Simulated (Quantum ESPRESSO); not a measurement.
# Beryllium (P6_3/mmc): from the cell to the phonon bands

How does Beryllium (P6_3/mmc) vibrate, and is this structure a minimum?

Method: DFT LDA, scalar-relativistic, plane waves, PseudoDojo norm-conserving pseudopotentials, in Quantum ESPRESSO 7.5.

Experimental background.

For Be, hexagonal close-packed (crystalline beryllium, reference value from earlier work), “D retention and material defects probed using Raman microscopy in JET limiter samples and beryllium-based synthesized samples” (2021, arxiv:2109.15077) quotes earlier work: Raman mode (E2g) 455 cm⁻¹ [literature value quoted in the methods section; measurement temperature and sample not …].

### Step 1. The starting structure

The structure is hexagonal, space group P6_3/mmc (No. 194). The conventional cell has a = 2.285 Å, b = 2.285 Å, c = 3.584 Å, α = 90.00°, β = 90.00°, γ = 120.00°. Nearest to Be lie 12 Be at 2.23 to 2.29 Å.

### Step 2. A first look

A cheap run with smearing and empty bands tells whether the crystal has a gap, which decides between fixed occupations and smearing later on.

probe.in

```
&control
   calculation = 'scf'
   prefix = 'x'
   outdir = './tmp'
   pseudo_dir = './pseudo'
   tprnfor = .true.
   tstress = .true.
   verbosity = 'high'
/
&system
   ibrav = 4
   celldm(1) = 4.31859111
   celldm(3) = 1.56837177
   nat = 2
   ntyp = 1
   ecutwfc = 97.0
   occupations = 'smearing'
   smearing = 'gaussian'
   degauss = 0.01
/
&electrons
   conv_thr = 1.0d-07
   mixing_beta = 0.7
   electron_maxstep = 100
/
ATOMIC_SPECIES
 Be      9.0122  Be.upf
ATOMIC_POSITIONS crystal
 Be     0.333333330   0.666666670   0.250000000
 Be     0.666666670   0.333333330   0.750000000
K_POINTS automatic
 9 9 6 0 0 0
```

Run with:

```
> OMP_NUM_THREADS=1 mpirun -n 4 pw.x -nk 4 -in probe.in > probe.out
```

The log of the run:

```text
[banners, grids, parts of the stress and lines that vanish by symmetry left out]
Program PWSCF v.7.5
     bravais-lattice index     =            4
     lattice parameter (alat)  =       4.3186  a.u.
[...]
kinetic-energy cutoff     =      97.0000  Ry
     charge density cutoff     =     388.0000  Ry
     scf convergence threshold =      1.0E-07
[...]
Exchange-correlation= SLA  PW   NOGX NOGC
                           (   1   4   0   0   0   0   0)
[...]
24 Sym. Ops., with inversion, found (12 have fractional translation)
[...]
(     0          1          0      )
                  (     0          0          1      )
[...]
(  0.0000000  1.0000000  0.0000000 )
                  (  0.0000000  0.0000000  1.0000000 )
[...]
(     0         -1          0      )       (  0.0000000 )
[...]
(  0.0000000  0.0000000  1.0000000 )
[...]
(    -1          0          0      )
                  (     0          0          1      )
[...]
( -0.8660254 -0.5000000  0.0000000 )
                  (  0.0000000  0.0000000  1.0000000 )
[...]
number of k points=    48  Gaussian smearing, width (Ry)=  0.0100
[...]
End of self-consistent calculation
[...]
the Fermi energy is     8.0420 ev
!    total energy              =     -55.31914042 Ry
[...]
convergence has been achieved in   4 iterations
[...]
atom    1 type  1   force =    -0.00000000   -0.00000000    0.00000000
     atom    2 type  1   force =     0.00000000    0.00000000    0.00000000
[...]
Total force =     0.000000     Total SCF correction =     0.000000
[...]
total   stress  (Ry/bohr**3)                   (kbar)     P=      -81.31
[...]
XML data file, charge density, pseudopotentials, collected wavefunctions

   JOB DONE.
```

It took 6.9 s on 4 MPI ranks of Intel Xeon at 2.50GHz (Skylake/Cascade Lake), shared host; 21 s of CPU time.

Numbers from this step:

| Property | Result |
| --- | --- |
| volume per atom | 8.105 Å³ |
| pressure | -8.131 GPa |
| gap on the k-mesh | 0 eV |

No gap opens on this mesh, so smearing is kept; the start stands at -8.1 GPa.

### Step 3. Relaxing the cell and atoms

The relaxation runs at a cutoff a fifth above that of the response, since stress converges more slowly with the basis than frequencies do. Forces and stress are brought to rest with tight thresholds.

relax.in

```
&control
   calculation = 'vc-relax'
   prefix = 'x'
   outdir = './tmp'
   pseudo_dir = './pseudo'
   tprnfor = .true.
   tstress = .true.
   forc_conv_thr = 2.0d-05
   etot_conv_thr = 1.0d-07
   nstep = 40
/
&system
   ibrav = 4
   celldm(1) = 4.31859111
   celldm(3) = 1.56837177
   nat = 2
   ntyp = 1
   ecutwfc = 116
   occupations = 'smearing'
   smearing = 'mv'
   degauss = 0.02
/
&electrons
   conv_thr = 1.0d-11
   mixing_beta = 0.7
   electron_maxstep = 100
/
&ions
/
&cell
   press_conv_thr = 0.2
/
ATOMIC_SPECIES
 Be      9.0122  Be.upf
ATOMIC_POSITIONS crystal
 Be     0.333333330   0.666666670   0.250000000
 Be     0.666666670   0.333333330   0.750000000
K_POINTS automatic
 18 18 10 0 0 0
```

Run with:

```
> OMP_NUM_THREADS=1 mpirun -n 4 pw.x -nk 4 -in relax.in > relax.out
```

The log of the run:

```text
[banners, grids, parts of the stress and lines that vanish by symmetry left out]
[banner, memory and clock lines left out]
Program PWSCF v.7.5

[...]
kinetic-energy cutoff     =     116.0000  Ry
     charge density cutoff     =     464.0000  Ry
     scf convergence threshold =      1.0E-11
[...]
energy convergence thresh.=      1.0E-07
     force convergence thresh. =      2.0E-05
     press convergence thresh. =      2.0E-01
     Exchange-correlation= SLA  PW   NOGX NOGC
                           (   1   4   0   0   0   0   0)
[...]
24 Sym. Ops., with inversion, found (12 have fractional translation)
[...]
number of k points=   222  Marzari-Vanderbilt smearing, width (Ry)=  0.0200
[...]
End of self-consistent calculation
[...]
the Fermi energy is     8.4784 ev
!    total energy              =     -55.31766661 Ry
[...]
convergence has been achieved in   6 iterations
[...]
atom    1 type  1   force =     0.00000000    0.00000000    0.00000000
     atom    2 type  1   force =     0.00000000    0.00000000    0.00000000
     Total force =     0.000000     Total SCF correction =     0.000000
[...]
total   stress  (Ry/bohr**3)                   (kbar)     P=      -80.99
[...]
number of bfgs steps    =   0
[...]
CELL_PARAMETERS (alat=  4.31859111)
[...]
ATOMIC_POSITIONS (crystal)
Be               0.3333333300        0.6666666700        0.2500000000
Be               0.6666666700        0.3333333300        0.7500000000
[...]
New effective cutoffs (rho, wfc):  477.56  119.52
[...]
End of self-consistent calculation
[...]
the Fermi energy is     8.8894 ev
!    total energy              =     -55.31947382 Ry
[...]
convergence has been achieved in   4 iterations
[...]
atom    1 type  1   force =    -0.00000000   -0.00000000    0.00000000
     atom    2 type  1   force =    -0.00000000   -0.00000000    0.00000000
     Total force =     0.000000     Total SCF correction =     0.000000
[...]
total   stress  (Ry/bohr**3)                   (kbar)     P=      -34.94
[...]
number of bfgs steps    =   1
[...]
CELL_PARAMETERS (alat=  4.31859111)
[...]
ATOMIC_POSITIONS (crystal)
Be               0.3333333300        0.6666666700        0.2500000000
Be               0.6666666700        0.3333333300        0.7500000000
[...]
New effective cutoffs (rho, wfc):  489.18  122.44
[...]
End of self-consistent calculation
[...]
the Fermi energy is     9.2136 ev
!    total energy              =     -55.31985080 Ry
[...]
convergence has been achieved in   6 iterations
[...]
atom    1 type  1   force =    -0.00000000   -0.00000000    0.00000000
     atom    2 type  1   force =     0.00000000    0.00000000   -0.00000000
     Total force =     0.000000     Total SCF correction =     0.000000
[...]
total   stress  (Ry/bohr**3)                   (kbar)     P=        3.71
[...]
number of bfgs steps    =   2
[...]
CELL_PARAMETERS (alat=  4.31859111)
[...]
ATOMIC_POSITIONS (crystal)
[...]
New effective cutoffs (rho, wfc):  488.48  122.27
[...]
End of self-consistent calculation
[...]
the Fermi energy is     9.1888 ev
!    total energy              =     -55.31985513 Ry
[...]
convergence has been achieved in   4 iterations
[...]
atom    1 type  1   force =     0.00000000    0.00000000   -0.00000000
     atom    2 type  1   force =    -0.00000000   -0.00000000    0.00000000
     Total force =     0.000000     Total SCF correction =     0.000000
[...]
total   stress  (Ry/bohr**3)                   (kbar)     P=        0.14
[...]
number of bfgs steps    =   3
[...]
CELL_PARAMETERS (alat=  4.31859111)
[...]
ATOMIC_POSITIONS (crystal)
[...]
New effective cutoffs (rho, wfc):  488.58  122.29
[...]
End of self-consistent calculation
[...]
the Fermi energy is     9.1890 ev
!    total energy              =     -55.31985540 Ry
[...]
convergence has been achieved in   4 iterations
[...]
atom    1 type  1   force =    -0.00000000   -0.00000000    0.00000000
     atom    2 type  1   force =     0.00000000    0.00000000   -0.00000000
     Total force =     0.000000     Total SCF correction =     0.000000
[...]
total   stress  (Ry/bohr**3)                   (kbar)     P=       -0.07
[...]
number of bfgs steps    =   4
[...]
CELL_PARAMETERS (alat=  4.31859111)
[...]
ATOMIC_POSITIONS (crystal)
[...]
New effective cutoffs (rho, wfc):  488.64  122.31
[...]
End of self-consistent calculation
[...]
the Fermi energy is     9.1900 ev
!    total energy              =     -55.31985542 Ry
[...]
convergence has been achieved in   3 iterations
[...]
atom    1 type  1   force =     0.00000000    0.00000000   -0.00000000
     atom    2 type  1   force =     0.00000000    0.00000000   -0.00000000
     Total force =     0.000000     Total SCF correction =     0.000000
[...]
total   stress  (Ry/bohr**3)                   (kbar)     P=       -0.01
[...]
bfgs converged in   6 scf cycles and   5 bfgs steps
[...]
End of BFGS Geometry Optimization
     Final enthalpy           =     -55.3198554225 Ry
     File ./tmp/x.bfgs deleted, as requested
[...]
CELL_PARAMETERS (alat=  4.31859111)
[...]
ATOMIC_POSITIONS (crystal)
Be               0.3333333300        0.6666666700        0.2500000000
Be               0.6666666700        0.3333333300        0.7500000000
[...]
Final scf calculation at the relaxed structure.
[...]
kinetic-energy cutoff     =     116.0000  Ry
     charge density cutoff     =     464.0000  Ry
     scf convergence threshold =      1.0E-13
[...]
press convergence thresh. =      2.0E-01
     Exchange-correlation= SLA  PW   NOGX NOGC
                           (   1   4   0   0   0   0   0)
[...]
24 Sym. Ops., with inversion, found (12 have fractional translation)
[...]
number of k points=   222  Marzari-Vanderbilt smearing, width (Ry)=  0.0200
[...]
c_bands:  1 eigenvalues not converged
     c_bands:  1 eigenvalues not converged
     c_bands:  1 eigenvalues not converged
     c_bands:  2 eigenvalues not converged
     c_bands:  1 eigenvalues not converged
     c_bands:  1 eigenvalues not converged
     c_bands:  1 eigenvalues not converged
[...]
End of self-consistent calculation
[...]
the Fermi energy is     9.1900 ev
!    total energy              =     -55.31985042 Ry
[...]
convergence has been achieved in   7 iterations
[...]
atom    1 type  1   force =     0.00000000    0.00000000   -0.00000000
     atom    2 type  1   force =    -0.00000000   -0.00000000    0.00000000
     Total force =     0.000000     Total SCF correction =     0.000000
[...]
total   stress  (Ry/bohr**3)                   (kbar)     P=       -0.01
[...]
XML data file, charge density, pseudopotentials, collected wavefunctions
```

It took 2.3 min on 4 MPI ranks.

The steps of the relaxation:

| step | energy less that of the first step (eV) | largest force (eV/Å) | pressure (GPa) | volume (Å³) |
| --- | --- | --- | --- | --- |
| 1 | 0.0000 | 0.0000 | -8.10 | 16.21 |
| 2 | -0.0246 | 0.0000 | -3.49 | 15.55 |
| 3 | -0.0297 | 0.0000 | 0.37 | 15.07 |
| 4 | -0.0298 | 0.0000 | 0.01 | 15.11 |
| 5 | -0.0298 | 0.0000 | -0.01 | 15.12 |
| 6 | -0.0298 | 0.0000 | 0.00 | 15.12 |
| 7 | -0.0297 | 0.0000 | 0.00 | 15.12 |

```csv
"conventional cell, symmetrised",before,after,change
a (Å),2.285,2.226,-2.6 %
b (Å),2.285,2.226,-2.6 %
c (Å),3.584,3.524,-1.7 %
volume (Å³/atom),8.11,7.56,-6.8 %
```

Final coordinates:

```
CELL_PARAMETERS angstrom
2.22555 0.00000 0.00000
-1.11277 1.92738 0.00000
0.00000 0.00000 3.52395
ATOMIC_POSITIONS crystal
Be 0.33333 0.66667 0.25000
Be 0.66667 0.33333 0.75000
```

The last row of the table of steps is pw.x's closing run on a basis chosen anew for the final cell, so its energy can jump.

Numbers from this step:

```
volume per atom : 7.558 Å³
pressure        : -0.001667 GPa
```

The volume changes by -6.8 % from the cell with which this run began.

### Step 4. Ground state

The response is built on this ground state, so it is converged far tighter than an energy would need. Smearing stays on, as the first look found no gap above 0.3 eV.

scf.in

```
&control
   calculation = 'scf'
   prefix = 'x'
   outdir = './tmp'
   pseudo_dir = './pseudo'
   tprnfor = .true.
   tstress = .true.
/
&system
   ibrav = 4
   celldm(1) = 4.20567423
   celldm(3) = 1.58340866
   nat = 2
   ntyp = 1
   ecutwfc = 97.0
   occupations = 'smearing'
   smearing = 'mv'
   degauss = 0.02
/
&electrons
   conv_thr = 1.0d-12
   mixing_beta = 0.7
   electron_maxstep = 100
/
ATOMIC_SPECIES
 Be      9.0122  Be.upf
ATOMIC_POSITIONS crystal
 Be     0.333333333   0.666666667   0.250000000
 Be     0.666666667   0.333333333   0.750000000
K_POINTS automatic
 18 18 10 0 0 0
```

Run with:

```
> OMP_NUM_THREADS=1 mpirun -n 4 pw.x -nk 4 -in scf.in > scf.out
```

The log of the run:

```text
[banners, grids, parts of the stress and lines that vanish by symmetry left out]
[banner, memory and clock lines left out]
Program PWSCF v.7.5

[...]
kinetic-energy cutoff     =      97.0000  Ry
     charge density cutoff     =     388.0000  Ry
     scf convergence threshold =      1.0E-12
[...]
Exchange-correlation= SLA  PW   NOGX NOGC
                           (   1   4   0   0   0   0   0)
[...]
24 Sym. Ops., with inversion, found (12 have fractional translation)
[...]
number of k points=   222  Marzari-Vanderbilt smearing, width (Ry)=  0.0200
[...]
End of self-consistent calculation
[...]
the Fermi energy is     9.1900 ev
!    total energy              =     -55.31982852 Ry
[...]
convergence has been achieved in   6 iterations
[...]
atom    1 type  1   force =    -0.00000000   -0.00000000    0.00000000
     atom    2 type  1   force =    -0.00000000   -0.00000000    0.00000000
     Total force =     0.000000     Total SCF correction =     0.000000
[...]
total   stress  (Ry/bohr**3)                   (kbar)     P=        0.03
[...]
XML data file, charge density, pseudopotentials, collected wavefunctions
```

Run time: 28 s. Hardware: 4 MPI ranks; 99 s of CPU time.

Read from the output:

* pressure: 0.003333 GPa

The cell stands at 0.0033 GPa, close enough for phonons.

[end of part 1 of 3]

[Host names and launcher messages were left out of these logs when they were recorded.]

[Logs are printed without paths, hosts, clocks, repeated set-up lines and the standing remarks that a program may print on its own settings, such as how far it seeks lower states.]

[Hosts, paths, dates, database ids (printed as entryN), source tags and the programs' standing remarks are cut or masked in the printed files.]
